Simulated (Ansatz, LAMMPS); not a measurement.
**Structural relaxation of glassy 79TiO2-21SiO2 (mol %) (99 atoms)**

How does glassy 79TiO2-21SiO2 (mol %) (99 atoms) relax, and what do bonds, charges and levels look like afterwards?

Method: Kohn-Sham DFT, PBE, PAW (set soft_2), plane waves, in Ansatz 0.2.0.

Most raw output is cut from this account.

## (1) Starting point

The cell holds 99 atoms: 26 Ti, 7 Si and 66 O. Its edges and angles: a = 11.048 Å, b = 11.048 Å, c = 11.048 Å, α = 90.0°, β = 90.0°, γ = 90.0°. 99 atoms (26 Ti, 7 Si, 66 O) placed at random at 3.23 g/cm³, melted at 4000 K for 10 ps at fixed volume with the Morse and Coulomb pair potential with partial charges (Pedone, Malavasi, Menziani, Cormack and Segre, J. Phys. Chem. B 110, 11780 (2006)). Quenched from 4000 K to 300 K at 50 K/ps and fixed volume, held 10 ps at zero pressure.

Limits known from the start: The quench rate of 50 K/ps far exceeds what a furnace or splat quench reaches, so expect more defects and frozen-in strain than in a real sample. The network of bonds at the start is that of the classical potential that made the cell. The Brillouin zone is sampled at Γ only, in a cell whose shortest periodic width is 11 Å.

## (2) How the cell was made

A classical potential supplies the starting structure, since it reaches far longer times than DFT.

This step: classical MD, Morse and Coulomb pair potential with partial charges (Pedone, Malavasi, Menziani, Cormack and Segre, J. Phys. Chem. B 110, 11780 (2006)) (LAMMPS 22 Jul 2025 - Update 4).

Contents of in.lmp:

```
# melt-quench of Ti26Si7O66
units metal
atom_style charge
boundary p p p
region box block 0 10.8727 0 10.8727 0 10.8727
create_box 3 box
mass 1 47.8670   # Ti
mass 2 28.0850   # Si
mass 3 15.9990   # O
create_atoms 1 random 26 464543 NULL overlap 1.5 maxtry 2000
create_atoms 2 random 7 464550 NULL overlap 1.5 maxtry 2000
create_atoms 3 random 66 464557 NULL overlap 1.5 maxtry 2000
pair_style hybrid/overlay pedone 5.5 coul/long 8.0
pair_coeff * * coul/long
pair_coeff 1 3 pedone 0.024235 2.254703 2.708943 1   # Ti-O
pair_coeff 2 3 pedone 0.340554 2.006700 2.100000 1   # Si-O
pair_coeff 3 3 pedone 0.042395 1.379316 3.618701 22   # O-O
set type 1 charge 2.4
set type 2 charge 2.4
set type 3 charge -1.2
kspace_style pppm 1.0e-4
neigh_modify delay 0 every 1 check yes
thermo_style custom step time temp pe press density
thermo_modify norm yes
timestep 0.002
thermo 100
min_style cg
minimize 1e-4 1e-4 200 2000
reset_timestep 0
velocity all create 4000 464544 mom yes dist gaussian
fix lim all nve/limit 0.05
fix lan all langevin 4000 4000 0.2 464545 zero yes
thermo 500
run 1000 post no
# [... 7 lines left out ...]
fix md all nvt temp 4000 300 0.2
run 37000 post no
unfix md
thermo 1666
fix md all npt temp 300 300 0.2 iso 0 0 2
run 5000 post no
unfix md
write_dump all custom glass.dump id type xs ys zs modify sort id
```

Launch:

```bash
$ lmp -in in.lmp -log none -nocite
```

Run time: 19 s. Hardware: 1 thread of Arm Neoverse V2, shared host; peak memory 0.069 GiB.

## (3) Single point at the start

A single point comes first, to see the forces before anything moves.

Contents of input.yaml:

```yaml
crystal:
  lattice:
    - [11.04811, 0.0, 0.0]
    - [0.0, 11.04811, 0.0]
    - [0.0, 0.0, 11.04811]
  atoms:
    - { symbol: Ti, position: [0.25399, 0.72667, 0.08172] }
    - { symbol: Ti, position: [0.22996, 0.52334, 0.8766] }
    - { symbol: Ti, position: [0.78581, 0.75026, 0.0179] }
    - { symbol: Ti, position: [0.45934, 0.67364, 0.72533] }
    - { symbol: Ti, position: [0.48307, 0.23908, 0.1526] }
    - { symbol: Ti, position: [0.41948, 0.51092, 0.26047] }
    - { symbol: Ti, position: [0.13029, 0.3695, 0.27622] }
    - { symbol: Ti, position: [0.19859, 0.28661, 0.01554] }
    - { symbol: Ti, position: [0.9772, 0.63895, 0.2467] }
    - { symbol: Ti, position: [0.95506, 0.21999, 0.84009] }
    - { symbol: Ti, position: [0.32431, 0.95038, 0.74123] }
    - { symbol: Ti, position: [0.02663, 0.92206, 0.82275] }
    - { symbol: Ti, position: [0.1715, 0.16781, 0.49128] }
    - { symbol: Ti, position: [0.69707, 0.002, 0.82627] }
    - { symbol: Ti, position: [0.67889, 0.89975, 0.31024] }
    - { symbol: Ti, position: [0.01467, 0.76409, 0.52224] }
    - { symbol: Ti, position: [0.81357, 0.22339, 0.12338] }
    - { symbol: Ti, position: [0.56019, 0.51084, 0.99445] }
    - { symbol: Ti, position: [0.02184, 0.44876, 0.59806] }
    - { symbol: Ti, position: [0.33158, 0.76527, 0.46147] }
    - { symbol: Ti, position: [0.48714, 0.94307, 0.05709] }
    - { symbol: Ti, position: [0.29629, 0.99987, 0.25405] }
    - { symbol: Ti, position: [0.7222, 0.52444, 0.65942] }
    - { symbol: Ti, position: [0.33974, 0.23806, 0.75696] }
    - { symbol: Ti, position: [0.99102, 0.94107, 0.14697] }
    - { symbol: Ti, position: [0.89482, 0.01945, 0.49426] }
    - { symbol: Si, position: [0.6905, 0.60566, 0.36789] }
    - { symbol: Si, position: [0.31583, 0.49193, 0.54087] }
    - { symbol: Si, position: [0.95985, 0.62034, 0.83259] }
    - { symbol: Si, position: [0.63237, 0.29685, 0.80343] }
    - { symbol: Si, position: [0.52936, 0.29214, 0.45258] }
    - { symbol: Si, position: [0.82324, 0.29884, 0.42661] }
    - { symbol: Si, position: [0.54091, 0.02675, 0.5556] }
    - { symbol: O, position: [0.18469, 0.44848, 0.55625] }
    - { symbol: O, position: [0.35614, 0.26055, 0.04414] }
    - { symbol: O, position: [0.00783, 0.6081, 0.5663] }
    - { symbol: O, position: [0.98906, 0.7595, 0.78685] }
    - { symbol: O, position: [0.34966, 0.56254, 0.67028] }
    - { symbol: O, position: [0.41737, 0.06413, 0.16109] }
    - { symbol: O, position: [0.04878, 0.06563, 0.50961] }
    - { symbol: O, position: [0.85025, 0.55663, 0.74963] }
    - { symbol: O, position: [0.33537, 0.59641, 0.43011] }
    - { symbol: O, position: [0.88609, 0.07835, 0.12846] }
    - { symbol: O, position: [0.40226, 0.81417, 0.79228] }
    - { symbol: O, position: [0.49346, 0.2797, 0.76227] }
    - { symbol: O, position: [0.89918, 0.3927, 0.49438] }
    - { symbol: O, position: [0.07954, 0.53865, 0.80357] }
    - { symbol: O, position: [0.69157, 0.37161, 0.69473] }
    - { symbol: O, position: [0.18493, 0.78392, 0.53423] }
    - { symbol: O, position: [0.60862, 0.61308, 0.73887] }
    - { symbol: O, position: [0.34854, 0.86078, 0.06622] }
    - { symbol: O, position: [0.42473, 0.55174, 0.90498] }
    - { symbol: O, position: [0.8361, 0.16896, 0.49482] }
    - { symbol: O, position: [0.75998, 0.86916, 0.90307] }
    - { symbol: O, position: [0.5702, 0.98541, 0.93062] }
    - { symbol: O, position: [0.66978, 0.74383, 0.33926] }
    - { symbol: O, position: [0.49271, 0.26774, 0.31517] }
    - { symbol: O, position: [0.21754, 0.68617, 0.93004] }
    - { symbol: O, position: [0.65605, 0.64472, 0.02241] }
    - { symbol: O, position: [0.12163, 0.27256, 0.15171] }
    - { symbol: O, position: [0.92826, 0.05795, 0.79934] }
    - { symbol: O, position: [0.8482, 0.29322, 0.27478] }
    - { symbol: O, position: [0.81723, 0.96356, 0.36598] }
    - { symbol: O, position: [0.58581, 0.96498, 0.43189] }
    - { symbol: O, position: [0.45732, 0.74155, 0.57157] }
    - { symbol: O, position: [0.41267, 0.98158, 0.6054] }
    - { symbol: O, position: [0.25801, 0.11111, 0.36494] }
    - { symbol: O, position: [0.10069, 0.28698, 0.40572] }
    - { symbol: O, position: [0.82033, 0.58856, 0.2842] }
    - { symbol: O, position: [0.1088, 0.71397, 0.15411] }
    - { symbol: O, position: [0.71848, 0.58169, 0.5104] }
    - { symbol: O, position: [0.26496, 0.3614, 0.82891] }
    - { symbol: O, position: [0.36277, 0.63688, 0.17053] }
    - { symbol: O, position: [0.16716, 0.93995, 0.7529] }
    - { symbol: O, position: [0.52772, 0.16975, 0.52576] }
    - { symbol: O, position: [0.2564, 0.21181, 0.62068] }
    - { symbol: O, position: [0.63278, 0.39828, 0.91023] }
    - { symbol: O, position: [0.18874, 0.45604, 0.02414] }
    [... 15 atom lines left out ...]
    - { symbol: O, position: [0.04767, 0.50302, 0.27661] }
    - { symbol: O, position: [0.51906, 0.42731, 0.12396] }
    - { symbol: O, position: [0.86858, 0.27315, 0.97413] }
    - { symbol: O, position: [0.13634, 0.96908, 0.20839] }
    - { symbol: O, position: [0.09929, 0.19971, 0.91565] }
    - { symbol: O, position: [0.56663, 0.54203, 0.32412] }
kpoints:
  mp_grid: { grid: [1, 1, 1] }
hamiltonian:
  xc: pbe
scf:
  occupations: { method: gaussian, width: 0.025 }
output:
  forces: true
  stress: true
  populations: intrinsic
  dos:
    method: { smearing: { sigma: 0.15 } }
    de: 0.1
    projected: { site_lists: { O: [O], Si: [Si], Ti: [Ti] } }
  eigenvalues: true
```

Launch:

```bash
$ ansatz run input.yaml --threads 4 --pin off --max-ram 8192MiB --backend cpu --events-out ev --progress --plain --runs-dir out
```

Elapsed: 27 s, on 4 threads of Arm Neoverse V2, shared host; peak memory 2 GiB; 1.7 min of CPU time.

Numbers from this run:

```yaml
free_energy: -107006.2238 eV
free_energy_per_atom: -1080.8709 eV/atom
scf_cycles: 12
pressure: 5.061 GPa
r_m_s_force_component: 1.05 eV/Å
longest_force: 4.846 eV/Å
fermi_energy: 5.93 eV
spacing_of_highest_filled_and_lowest_empty_level: 2.044 eV
```

The r.m.s. force component of 1.1 eV/Å and the pressure of 5.1 GPa set the starting point.

Neighbours are counted within 2.64 Å (O-Ti), 2.12 Å (O-Si).

Length of the force by element and coordination:

```tsv
element	coordination	atoms	mean length of the force (eV/Å)	spread	least	most
O	all	66	1.33	0.709	0.328	4.12
O	2	59	1.33	0.679	0.435	4.12
O	3	7	1.36	0.920	0.328	3.31
Si	all	7	2.71	1.32	1.19	4.85
Ti	all	26	1.90	0.871	0.475	3.53
Ti	4	19	1.89	0.896	0.532	3.53
Ti	5	7	1.92	0.799	0.475	2.99
```

## (4) Relaxation

The atoms are relaxed in the fixed cell, aiming at the force tolerance of the input.

input.yaml, the sections that differ from step 3:

```yaml
output:
  forces: true
relax:
  f_tol: 0.05
  max_steps: 200
# crystal, kpoints, hamiltonian, scf: as in step 3
```

The job ended after 2.7 min (4 threads; peak memory 1.9 GiB; 10 min of CPU time).

Step by step:

```tsv
step	energy less that of the first step (eV)	largest force component (eV/Å)
1	0.0000	4.0948
2	-4.5976	2.3422
3	-6.3562	0.6524
4	-6.9868	0.4311
5	-7.3344	0.3209
6	-7.3871	0.2867
7	-7.4004	0.1999
8	-7.4052	0.1498
9	-7.4128	0.0643
10	-7.3996	0.1119
11	-7.4077	0.1428
12	-7.4149	0.0126
```

Relaxation steps 10, 11 were tried and not accepted.

The atoms that moved most (Å):

```tsv
atom	dx	dy	dz	length
O40	0.188	-0.324	-0.553	0.669
Ti12	-0.390	-0.046	-0.343	0.522
O70	-0.132	0.486	0.116	0.516
Ti16	0.207	-0.080	0.395	0.453
O37	0.085	-0.134	-0.416	0.445
O97	0.138	0.237	-0.334	0.432
Ti9	-0.171	0.366	0.145	0.430
O56	-0.180	0.169	0.348	0.427
```

The relaxation changed the energy by -74.9 meV/atom, and atoms moved by 0.26 Å r.m.s., 0.67 Å at most.

## (5) Distances and neighbours after relaxation

Bonds before and after, by the cutoffs listed below:

```tsv
pair	bonds before	bonds after	mean before (Å)	mean after (Å)	spread before (Å)	spread after (Å)
O-Ti	111	118	1.859	1.902	0.149	0.146
O-Si	28	28	1.632	1.642	0.049	0.014
```

Density 3.07 g/cm³, 13.62 Å³ an atom.

g(r), total and by pair (bins of 0.2 Å):

```tsv
r (Å)	total	O-O	O-Ti	O-Si	Ti-Ti	Ti-Si	Si-Si
1.60	1.14	0.00	0.00	12.10	0.00	0.00	0.00
1.80	2.77	0.00	7.89	0.00	0.00	0.00	0.00
2.00	0.62	0.00	1.76	0.00	0.00	0.00	0.00
2.20	0.16	0.00	0.45	0.00	0.00	0.00	0.00
2.40	0.09	0.08	0.17	0.00	0.00	0.00	0.00
2.60	0.78	1.68	0.09	0.00	0.00	0.00	0.00
2.80	1.42	3.05	0.12	0.15	0.00	0.00	0.00
3.00	1.04	1.98	0.28	0.13	0.52	0.32	0.00
3.20	1.16	1.58	0.58	0.69	1.22	2.25	4.42
3.40	0.93	0.92	0.41	0.51	2.51	4.12	1.98
3.60	1.06	0.59	1.11	2.05	3.05	0.24	0.00
3.80	0.93	0.56	1.27	1.51	0.69	1.20	0.00
4.00	1.09	0.64	1.52	1.90	0.60	0.74	4.16
4.20	0.99	0.57	1.33	1.71	0.98	1.00	1.28
4.40	1.15	0.70	1.69	1.33	0.99	1.05	1.12
4.60	0.94	0.74	1.29	0.82	0.76	0.70	1.04
4.80	1.11	1.19	1.07	0.80	1.38	0.90	1.92
5.00	1.01	1.17	0.90	0.55	1.00	1.29	0.85
5.20	1.03	1.29	0.80	0.77	1.11	0.65	0.82
5.40	1.01	1.43	0.62	0.56	0.87	1.11	0.77
```

Bonds by pair of elements; cutoffs follow the first minimum of g(r), held within bounds set by covalent radii, and pairs that aren't listed don't count as bonded:

```tsv
pair A-B	cutoff (Å)	bonds	mean length (Å)	spread (Å)	shortest (Å)	B about A	A about B
O-Ti	2.64	118	1.90	0.146	1.75	1.79	4.54
O-Si	2.08	28	1.64	0.014	1.62	0.424	4
```

How many atoms have how many bonded neighbours:

```tsv
element	mean	2	3	4	5	6
O	2.21	52	14	0	0	0
Si	4	0	0	7	0	0
Ti	4.54	0	0	14	10	2
```

Bond angles (no mean is given where the spread exceeds 20°):

```tsv
angle	count	mean (°)	spread (°)
O-Ti-O	214	-	-
Ti-O-Ti	64	-	-
O-Si-O	42	109	4.5
Si-O-Ti	27	140	18.9
Si-O-Si	3	155	8.4
```

Bond length by coordination (bonds to H left out):

```tsv
element	coordination	atoms	mean bond length (Å)
O	2	52	1.79
O	3	14	2.00
Ti	4	14	1.83
Ti	5	10	1.94
Ti	6	2	2.05
```

Rings of the network by King's shortest-path rule, up to 12 atoms, one path for each pair of neighbours; H, halogens, alkali and alkaline-earth atoms are left out, and the last column divides by all other atoms, bonded or not:

```tsv
ring size (atoms)	rings	per network atom
4	6	0.061
6	5	0.051
8	23	0.232
10	44	0.444
12	29	0.293
```

Counting bonds as in the table, 79 % of O atoms have 2, all Si atoms have 4 and 54 % of Ti atoms have 4 bonded neighbours. Rings of 10 atoms are the most common (41 % of those counted); sizes run from 4 to 12, where the search stops.

(Continued in part 2 of 2.)

[Logs are printed without paths, hosts, clocks, repeated set-up lines and the standing remarks that a program may print on its own settings, such as how far it seeks lower states.]

[Hosts, paths, dates, database ids (printed as entryN), source tags and the programs' standing remarks are cut or masked in the printed files.]
